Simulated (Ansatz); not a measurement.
# How fast states decay through Li2CaF4, part 2 of 3

Wanted: the relaxed cell of Li2CaF4, its band edges and its decay constants. It is built by putting Li for Cs in the Cs2CaF4 structure of space group I4/mmm, with the volume rescaled by atomic radii. The parent structure comes from the Materials Project.

Ansatz 0.2.0; r2SCAN DFT, plane waves, PAW files (the session's first sound run).

So far. Step 2 (Relaxing the new crystal): The largest force component on a free atom ends at 7.4e-5 eV/Å.

The structure was built from a prototype and need not be the compound's stable phase.

**3. Band edges**

The energy window and the wavevectors of the next steps follow from the band edges, so these are searched first, off the mesh as well.

Contents of input.yaml:

```yaml
crystal:
  lattice:
    - [-2.1903833413, 2.1903833413, 5.5071700996]
    - [2.1903833413, -2.1903833413, 5.5071700996]
    - [2.1903833413, 2.1903833413, -5.5071700996]
  atoms:
    - { symbol: Li, position: [0.6481471472, 0.6481471472, 0.0] }
    - { symbol: Li, position: [0.3518528528, 0.3518528528, 0.0] }
    - { symbol: Ca, position: [0.0, 0.0, 0.0] }
    - { symbol: F, position: [0.0, 0.5, 0.5] }
    - { symbol: F, position: [0.5, 0.0, 0.5] }
    - { symbol: F, position: [0.8020060411, 0.8020060411, 0.0] }
    - { symbol: F, position: [0.1979939589, 0.1979939589, 0.0] }
kpoints:
  mp_grid: { grid: [10, 10, 10] }
  band_path: { path: [VBM, CBM], npoints: 30 }
scf:
  occupations: { method: fixed }
hamiltonian:
  xc: r2scan
output:
  eigenvalues: true
  write_potential: true
  write_density: true
  volumetric_format: npy
```

On the command line:

```sh
$ ansatz run input.yaml --threads 2 --pin off --max-ram 4096MiB --backend cpu --events-out ev --progress --plain --runs-dir out
```

Numbers of over 12 decimals in the logs are rounded to 6 here.

Output:

```text
[...]
Crystal: 7 atoms, lattice volume = 105.689 Å³
Basis set: ecut = 500 eV, 2677 PW (Γ), exchange–correlation on 192×192×192 points (64 copies of the dense FFT grid, shifted against one another)
Bands: 29, of which v1, the nominal top of the filled ones, is band 22 counted from 1 (21 counted from 0)
Symmetry: 16 space group operations
[...]
k-points: 102 of 1000
[...]
SCF iter   1: F=—  HF=-5481.947266 eV  |F-HF|=—  |Δ(HF+E_count)|=         —  Δρ=9.27e-3  dr2=8.65e-2  dr2_τ=1.35e-1  ethr=1.77e-3  ⟨swp⟩=5.6  Hψ=12688  notcnv=0  defer=466
[...]
SCF iter   7: F=-5482.098416 eV  HF=-5482.098416 eV  |F-HF|=1.79e-8  |Δ(HF+E_count)|=   5.46e-7  Δρ=5.98e-6  dr2=2.51e-8  dr2_τ=4.16e-9  ethr=2.27e-10  ⟨swp⟩=8.9  Hψ=15900  notcnv=0
SCF 1 converged in 7 iterations: F = -5482.098416 eV  dr2 = 2.51e-8
[...]
NSCF: frozen V_eff on 30 k-points
[...]
SCF converged after 7 iterations
Free energy (F): -5482.098416 eV
[...]
Internal energy: -5482.098416 eV  (E = F + TS)
E sigma→0 (E₀):  -5482.098416 eV
Fermi energy:    -0.820833 eV
[...]
--- Band table (eV; the first three rows and the last of 102) ---
  k-point 0: bands = [... 18 lower, -1.5837, -1.4976, -0.9017, -0.9017, 5.3252, 8.8344, 9.0368, 9.2402, ... 3 higher]
  k-point 1: bands = [... 18 lower, -1.5266, -1.4840, -0.9918, -0.9030, 5.5621, 8.8931, 9.1755, 9.2584, ... 3 higher]
  k-point 2: bands = [... 18 lower, -1.4575, -1.3005, -1.2144, -0.9040, 6.2008, 8.9681, 9.3037, 9.3783, ... 3 higher]
  k-point 101: bands = [... 18 lower, -1.4250, -1.4250, -1.0122, -1.0122, 6.1435, 7.3796, 8.8560, 8.9734, ... 3 higher]
```

Elapsed: 24 s, on 2 threads of Intel Xeon 6975P-C (Granite Rapids), shared host; peak memory 0.98 GiB; 46 s of CPU time.

In the SCF lines HF is the Harris–Foulkes energy and dr2 the Hartree energy of the density residual, in eV; the loop may stop once dr2 is under the threshold and the program's other checks hold. Hψ counts applications of the Hamiltonian.

Numbers from this step:

| Item | Value |
| --- | --- |
| Fermi energy | -0.8208 eV |
| gap on the k-mesh | 6.146 eV |
| gap on path | 6.146 eV, by band count; negative where bands overlap |
| direct gap on path | 6.227 eV |
| edge places on path | 0, 1.014 1/A along the path |

The electronic bands at the labelled points (eV, zero at the Fermi level (highest filled level under fixed occupations); v1 is the highest filled band, c1 the lowest empty one):

```
  point     v4     v3     v2     v1    c1
    VBM  -0.79  -0.56  -0.08   0.00  9.37
halfway  -0.61  -0.52  -0.36  -0.08  7.45
    CBM  -0.76  -0.68  -0.08  -0.08  6.15
```

The searched edges give 6.15 eV, as on the mesh.

**4. Decaying states in the gap, plane (001), k-mesh 6×6×6**

This step: r2SCAN DFT, plane waves, PAW files; complex bands by layer matching along the plane's normal (Ansatz 0.2.0).

The same crystal is laid in a cell whose first two vectors span the (001) plane (indices of the standard conventional cell, whose axes can be ordered otherwise than in the bulk input). At fixed energy and wavevector in the plane the solver finds all kz, real and complex. A few wavevectors are listed, (0, 0), (-0.5, -0.5) and (0.5, 0) in units of the plane's reciprocal vectors; the slowest state needn't be among them.

Contents of input.yaml:

```yaml
crystal:
  lattice:
    - [4.380766683, 0.0, 0.0]
    - [0.0, 4.380766683, 0.0]
    - [2.190383341, 2.190383341, 5.5071701]
  atoms:
    - { symbol: Li, position: [0.3518528528, 0.3518528528, 0.2962942944] }
    - { symbol: Li, position: [0.6481471472, 0.6481471472, 0.7037057056] }
    - { symbol: Ca, position: [0.0, 0.0, 0.0] }
    - { symbol: F, position: [0.5, 0.0, 0.0] }
    - { symbol: F, position: [0.0, 0.5, 0.0] }
    - { symbol: F, position: [0.1979939589, 0.1979939589, 0.6040120822] }
    - { symbol: F, position: [0.8020060411, 0.8020060411, 0.3959879178] }
kpoints:
  mp_grid: { grid: [6, 6, 6] }
scf:
  occupations: { method: fixed }
hamiltonian:
  xc: r2scan
output:
  eigenvalues: true
  transmission:
    leads: [[0, 0]]
    kpoints: [[0.0, 0.0], [-0.5, -0.5], [0.5, 0.0]]
    e_range: [-1.0, 7.15]
    de: 0.2
```

Output:

```text
[...]
Crystal: 7 atoms, lattice volume = 105.689 Å³
Basis set: ecut = 500 eV, 2677 PW (Γ), exchange–correlation on 128×128×192 points (64 copies of the dense FFT grid, shifted against one another)
Bands: 29, of which v1, the nominal top of the filled ones, is band 22 counted from 1 (21 counted from 0)
Symmetry: 16 space group operations
[...]
k-points: 30 of 216
[...]
SCF iter   1: F=—  HF=-5481.947185 eV  |F-HF|=—  |Δ(HF+E_count)|=         —  Δρ=9.30e-3  dr2=8.72e-2  dr2_τ=1.35e-1  ethr=1.77e-3  ⟨swp⟩=5.5  Hψ=3736  notcnv=0  defer=134
[...]
SCF iter   7: F=-5482.098393 eV  HF=-5482.098393 eV  |F-HF|=1.81e-8  |Δ(HF+E_count)|=   5.83e-7  Δρ=6.01e-6  dr2=2.54e-8  dr2_τ=4.10e-9  ethr=2.27e-10  ⟨swp⟩=8.9  Hψ=4740  notcnv=0
SCF 1 converged in 7 iterations: F = -5482.098393 eV  dr2 = 2.54e-8
[...]
transmission: 8 of 24 steps passed
transmission: 16 of 24 steps passed
transmission: 24 of 24 steps passed
SCF converged after 7 iterations
Free energy (F): -5482.098393 eV
[...]
Internal energy: -5482.098393 eV  (E = F + TS)
E sigma→0 (E₀):  -5482.098393 eV
Fermi energy:    -0.820832 eV
[...]
--- Band table (eV; the first three rows and the last of 30) ---
  k-point 0: bands = [... 18 lower, -1.5837, -1.4976, -0.9017, -0.9017, 5.3253, 8.8344, 9.0368, 9.2402, ... 3 higher]
  k-point 1: bands = [... 18 lower, -1.5477, -1.5274, -0.9247, -0.9247, 5.4728, 8.5576, 8.8398, 9.1686, ... 3 higher]
  k-point 2: bands = [... 18 lower, -1.4697, -1.4697, -0.9787, -0.9787, 5.8514, 7.8040, 8.8506, 9.0357, ... 3 higher]
  k-point 29: bands = [... 18 lower, -1.6079, -1.4691, -0.8734, -0.8352, 8.5473, 9.0692, 9.2985, 9.4952, ... 3 higher]
--- Transmission ---
  basis      : 193 plane waves across, 8 finite elements along
  points     : 3, as listed
  energies   : 41 from -1.000000 to 7.000000 eV about the Fermi level, 0.200000 eV apart; the leads are filled to 3.073043 eV, and channels, transmission and decay are at 3.000000 eV
  crystal 0  : Li2Ca1F4, at the sites [0, 0], period 5.5072 Å: whole cells are its period
    offset         : up to 0.0000 Å between an atom of the period and one for which it stands
    channels       : 0.000000e0 a spin
    conductance    : none, the energies end too early or step too widely for 300 K: set another output.transmission.e_range or a lower de, or, where they end at an eighth of basis.ecutwfc, a higher one
    slowest decay  : 0.6586 /Å at (0.0000, 0.0000)
```

The job ended after 20 s (2 threads; peak memory 0.84 GiB; 39 s of CPU time).

Numbers from this step:

* level to which the leads are filled: 3.073 eV from the Fermi level
* decay constant at the filling level, zone centre: 0.6586 Å⁻¹
* decay constant at the filling level, slowest listed point: 0.6586 Å⁻¹

K parallel (0, 0); values up to 1.5 1/Å, a degenerate pair printed once or twice; energies at which all values exceed this have no row. Table of Im kz of the slowest decaying states by energy, zero at the highest filled level on the SCF mesh:

```
energy (eV)  decay 1 (Å⁻¹)  decay 2 (Å⁻¹)  decay 3 (Å⁻¹)  decay 4 (Å⁻¹)
      -1.00          0.376          0.380          0.829          0.872
      -0.40          0.264          0.404          0.609          0.988
       0.00          0.328          0.527          0.700          0.982
       0.20          0.557          0.563          0.732          0.980
       0.80          0.631          0.800          0.835          0.984
       1.20          0.655          0.831          0.926          0.991
       1.80          0.673          0.865          0.999           1.01
       2.40          0.674          0.888           1.00           1.06
       3.00          0.659          0.904          0.997           1.06
       3.60          0.627          0.914          0.987           1.03
       4.20          0.578          0.919          0.971           1.01
       4.80          0.504          0.921          0.949          0.988
       5.20          0.436          0.920          0.932          0.974
       5.80          0.277          0.900          0.916          0.953
       6.40          0.861          0.908          0.933          0.970
       7.00         0.0555          0.813          0.898          0.914
```

K parallel (-0.5, -0.5); values up to 1.5 1/Å, a degenerate pair printed once or twice; energies at which all values exceed this have no row. The Im kz of the slowest decaying states by energy, zero at the highest filled level on the SCF mesh:

```
energy (eV)  decay 1 (Å⁻¹)  decay 2 (Å⁻¹)  decay 3 (Å⁻¹)  decay 4 (Å⁻¹)
      -1.00          0.121          0.587           1.27           1.33
      -0.60          0.636           1.17           1.40              -
      -0.40          0.212          0.719           1.11           1.40
       0.00         0.0397          0.806          0.906           1.41
       0.20          0.717          0.835           1.41              -
       0.60          0.833          0.879           1.40              -
       1.00          0.891          0.911           1.40              -
       1.20          0.870          0.925          0.951           1.39
       1.60          0.900          0.947          0.978           1.38
       1.80          0.933          0.957          0.966           1.37
       2.20          0.964          0.975           1.35              -
       2.60          0.972          0.992           1.33              -
       2.80          0.974          1.000           1.32              -
       3.20          0.975           1.02           1.29              -
       3.40          0.974           1.03           1.27              -
       3.80          0.970           1.05           1.23              -
       4.20          0.962           1.09           1.17              -
       4.40          0.957           1.13              -              -
       4.80          0.945           1.11              -              -
       5.00          0.937           1.11              -              -
       5.40          0.921           1.09              -              -
       5.80          0.901           1.08              -              -
       6.00          0.891           1.07              -              -
       6.40          0.867           1.05              -              -
       6.60          0.853          0.999           1.08              -
       7.00          0.824          0.943           1.10              -
```

K parallel (0.5, 0); values up to 1.5 1/Å, a degenerate pair printed once or twice; energies at which all values exceed this have no row. The Im kz of the slowest decaying states by energy, zero at the highest filled level on the SCF mesh:

```
energy (eV)  decay 1 (Å⁻¹)  decay 2 (Å⁻¹)  decay 3 (Å⁻¹)  decay 4 (Å⁻¹)
      -1.00          0.198          0.669          0.928           1.39
      -0.60          0.151          0.518          0.920           1.45
      -0.40          0.326          0.921           1.47              -
       0.00          0.483          0.687          0.931           1.47
       0.20          0.625          0.764          0.944           1.46
       0.60          0.830          0.858           1.12           1.41
       1.00          0.890          0.910          0.917              -
       1.20          0.900          0.902          0.938              -
       1.60          0.905          0.912          0.972              -
       1.80          0.908          0.916          0.985              -
       2.20          0.914          0.923           1.01              -
       2.60          0.917          0.928           1.02           1.49
       2.80          0.918          0.929           1.03           1.48
       3.20          0.917          0.931           1.03           1.45
       3.40          0.916          0.932           1.04           1.44
       3.80          0.912          0.931           1.04           1.42
       4.20          0.907          0.928           1.04           1.39
       4.40          0.903          0.926           1.04           1.38
       4.80          0.897          0.919           1.04           1.35
       5.00          0.893          0.915           1.04           1.33
       5.40          0.888          0.901           1.04           1.30
       5.80          0.877          0.886           1.04           1.27
       6.00          0.860          0.887           1.03           1.26
       6.40          0.808          0.896           1.03           1.24
       6.60          0.774          0.903           1.04           1.23
       7.00          0.688          0.912           1.05           1.24
```

At the listed wavevectors the last open channel is at -0.40 eV and the next at +6.20 eV on the grid, wider than the gap, since narrow bands can fall between grid energies. At +3.00 eV, the grid energy nearest the filling level (the middle of the gap on the SCF mesh), the slowest state at the listed wavevectors decays with κ = 0.659 Å⁻¹, its amplitude falling by e over 1.5 Å. Through 1 nm of this crystal that state's transmission falls by exp(−2 × 0.659 Å⁻¹ × 10 Å) = 1.9e-6.

**5. Complex bands, plane (110), k-mesh 8×8×8**

The same for the (110) plane, at (0, 0) and (0, -0.5), to see how the decay depends on direction.

Contents of input.yaml:

```yaml
crystal:
  lattice:
    - [6.195339656, 0.0, 0.0]
    - [3.097669828, 5.5071701, 0.0]
    - [3.097669828, 0.0, 3.097669828]
  atoms:
    - { symbol: Li, position: [0.3518528528, 0.2962942944, 0.0] }
    - { symbol: Li, position: [0.6481471472, 0.7037057056, 0.0] }
    - { symbol: Ca, position: [0.0, 0.0, 0.0] }
    - { symbol: F, position: [0.5, 0.0, 0.5] }
    - { symbol: F, position: [0.0, 0.0, 0.5] }
    - { symbol: F, position: [0.1979939589, 0.6040120822, 0.0] }
    - { symbol: F, position: [0.8020060411, 0.3959879178, 0.0] }
kpoints:
  mp_grid: { grid: [8, 8, 8] }
scf:
  occupations: { method: fixed }
hamiltonian:
  xc: r2scan
output:
  eigenvalues: true
  transmission:
    leads: [[0, 0]]
    kpoints: [[0.0, 0.0], [0.0, -0.5]]
    e_range: [-1.0, 7.15]
    de: 0.2
```

Output:

```text
[...]
Crystal: 7 atoms, lattice volume = 105.689 Å³
Basis set: ecut = 500 eV, 2677 PW (Γ), exchange–correlation on 192×192×128 points (64 copies of the dense FFT grid, shifted against one another)
Bands: 29, of which v1, the nominal top of the filled ones, is band 22 counted from 1 (21 counted from 0)
Symmetry: 16 space group operations
[...]
k-points: 59 of 512
[...]
SCF iter   1: F=—  HF=-5481.947329 eV  |F-HF|=—  |Δ(HF+E_count)|=         —  Δρ=9.28e-3  dr2=8.67e-2  dr2_τ=1.35e-1  ethr=1.77e-3  ⟨swp⟩=5.7  Hψ=7335  notcnv=0  defer=268
[...]
SCF iter   7: F=-5482.098406 eV  HF=-5482.098406 eV  |F-HF|=1.83e-8  |Δ(HF+E_count)|=   6.36e-7  Δρ=5.83e-6  dr2=2.42e-8  dr2_τ=3.97e-9  ethr=2.27e-10  ⟨swp⟩=9.0  Hψ=9244  notcnv=0
SCF 1 converged in 7 iterations: F = -5482.098406 eV  dr2 = 2.42e-8
[...]
transmission: 5 of 10 steps passed
transmission: 10 of 10 steps passed
SCF converged after 7 iterations
Free energy (F): -5482.098406 eV
[...]
Internal energy: -5482.098406 eV  (E = F + TS)
E sigma→0 (E₀):  -5482.098406 eV
Fermi energy:    -0.820829 eV
[...]
--- Band table (eV; the first three rows and the last of 59) ---
  k-point 0: bands = [... 18 lower, -1.5837, -1.4976, -0.9017, -0.9017, 5.3252, 8.8344, 9.0368, 9.2402, ... 3 higher]
  k-point 1: bands = [... 18 lower, -1.5144, -1.4517, -1.0386, -0.9035, 5.6895, 8.9147, 9.2601, 9.2678, ... 3 higher]
  k-point 2: bands = [... 18 lower, -1.4282, -1.3456, -1.1843, -0.9036, 6.6247, 8.9912, 9.3325, 9.4269, ... 3 higher]
  k-point 58: bands = [... 18 lower, -1.3103, -1.2884, -1.1653, -1.0875, 7.5219, 8.2743, 8.8706, 9.1866, ... 3 higher]
--- Transmission ---
  basis      : 359 plane waves across, 5 finite elements along
  points     : 2, as listed
[...]
crystal 0  : Li2Ca1F4, at the sites [0, 0], period 3.0977 Å: whole cells are its period
[...]
channels       : 0.000000e0 a spin
[...]
slowest decay  : 0.5566 /Å at (0.0000, 0.0000)
```

It took 60 s on 2 threads; peak memory 1.3 GiB; 2 min of CPU time.

Numbers from this step:

* decay constant at the filling level, zone centre: 0.5566 Å⁻¹
* decay constant at the filling level, slowest listed point: 0.5566 Å⁻¹

K parallel (0, 0); values up to 1.5 1/Å, a degenerate pair printed once or twice; energies at which all values exceed this have no row. Im kz of the slowest decaying states against energy, zero at the highest filled level on the SCF mesh:

```
energy (eV)  decay 1 (Å⁻¹)  decay 2 (Å⁻¹)  decay 3 (Å⁻¹)  decay 4 (Å⁻¹)
      -1.00         0.0886          0.161          0.172          0.220
      -0.60          0.347          0.438          0.446          0.583
      -0.40          0.398          0.513          0.515          0.644
       0.00         0.0234          0.184          0.478          0.491
       0.20          0.323          0.330          0.512          0.570
       0.60          0.448          0.535          0.575          0.640
       1.00          0.506          0.634          0.657          0.687
       1.20          0.524          0.659          0.704          0.706
       1.60          0.547          0.702          0.737          0.785
       1.80          0.555          0.719          0.751          0.820
       2.20          0.563          0.748          0.773          0.838
       2.60          0.563          0.770          0.791          0.850
       2.80          0.561          0.778          0.798          0.855
       3.20          0.551          0.790          0.810          0.862
       3.40          0.543          0.795          0.815          0.864
       3.80          0.523          0.800          0.822          0.866
       4.20          0.494          0.801          0.827          0.864
       4.40          0.476          0.800          0.828          0.863
       4.80          0.432          0.796          0.829          0.857
       5.00          0.405          0.793          0.828          0.853
       5.40          0.337          0.784          0.825          0.843
       5.80          0.236          0.772          0.820          0.830
       6.00          0.155          0.765          0.816          0.822
       6.40          0.749          0.804          0.807          0.845
       6.60          0.740          0.793          0.802          0.825
       7.00          0.718          0.769          0.780          0.789
```

K parallel (0, -0.5); values up to 1.5 1/Å, a degenerate pair printed once or twice; energies at which all values exceed this have no row. Table of Im kz of the slowest decaying states by energy, zero at the highest filled level on the SCF mesh:

```
energy (eV)  decay 1 (Å⁻¹)  decay 2 (Å⁻¹)  decay 3 (Å⁻¹)  decay 4 (Å⁻¹)
      -1.00         0.0614          0.176          0.234          0.402
      -0.40          0.382          0.394          0.447          0.491
       0.00         0.0392          0.249          0.457          0.535
       0.20          0.444          0.484          0.577          0.634
       0.80          0.543          0.663          0.721          0.757
       1.20          0.570          0.703          0.792          0.807
       1.80          0.595          0.748          0.830          0.847
       2.40          0.607          0.780          0.855          0.878
       3.00          0.607          0.802          0.870          0.903
       3.60          0.596          0.816          0.878          0.904
       4.20          0.574          0.824          0.879          0.893
       4.80          0.537          0.826          0.872          0.873
       5.20          0.503          0.824          0.853          0.866
       5.80          0.430          0.804          0.817          0.831
       6.40          0.314          0.663          0.804          0.824
       7.00          0.542          0.776          0.786          0.789
```

At the listed wavevectors the last open channel is at -0.20 eV and the next at +6.20 eV on the grid. At +3.00 eV, the grid energy nearest the filling level (the middle of the gap on the SCF mesh), the slowest state at the listed wavevectors decays with κ = 0.557 Å⁻¹, its amplitude falling by e over 1.8 Å; the first such run, plane (001), gave 0.659 Å⁻¹.

[end of part 2 of 3]

[Logs are printed without paths, hosts, clocks, repeated set-up lines and the standing remarks that a program may print on its own settings, such as how far it seeks lower states.]

[Hosts, paths, dates, database ids (printed as entryN), source tags and the programs' standing remarks are cut or masked in the printed files.]
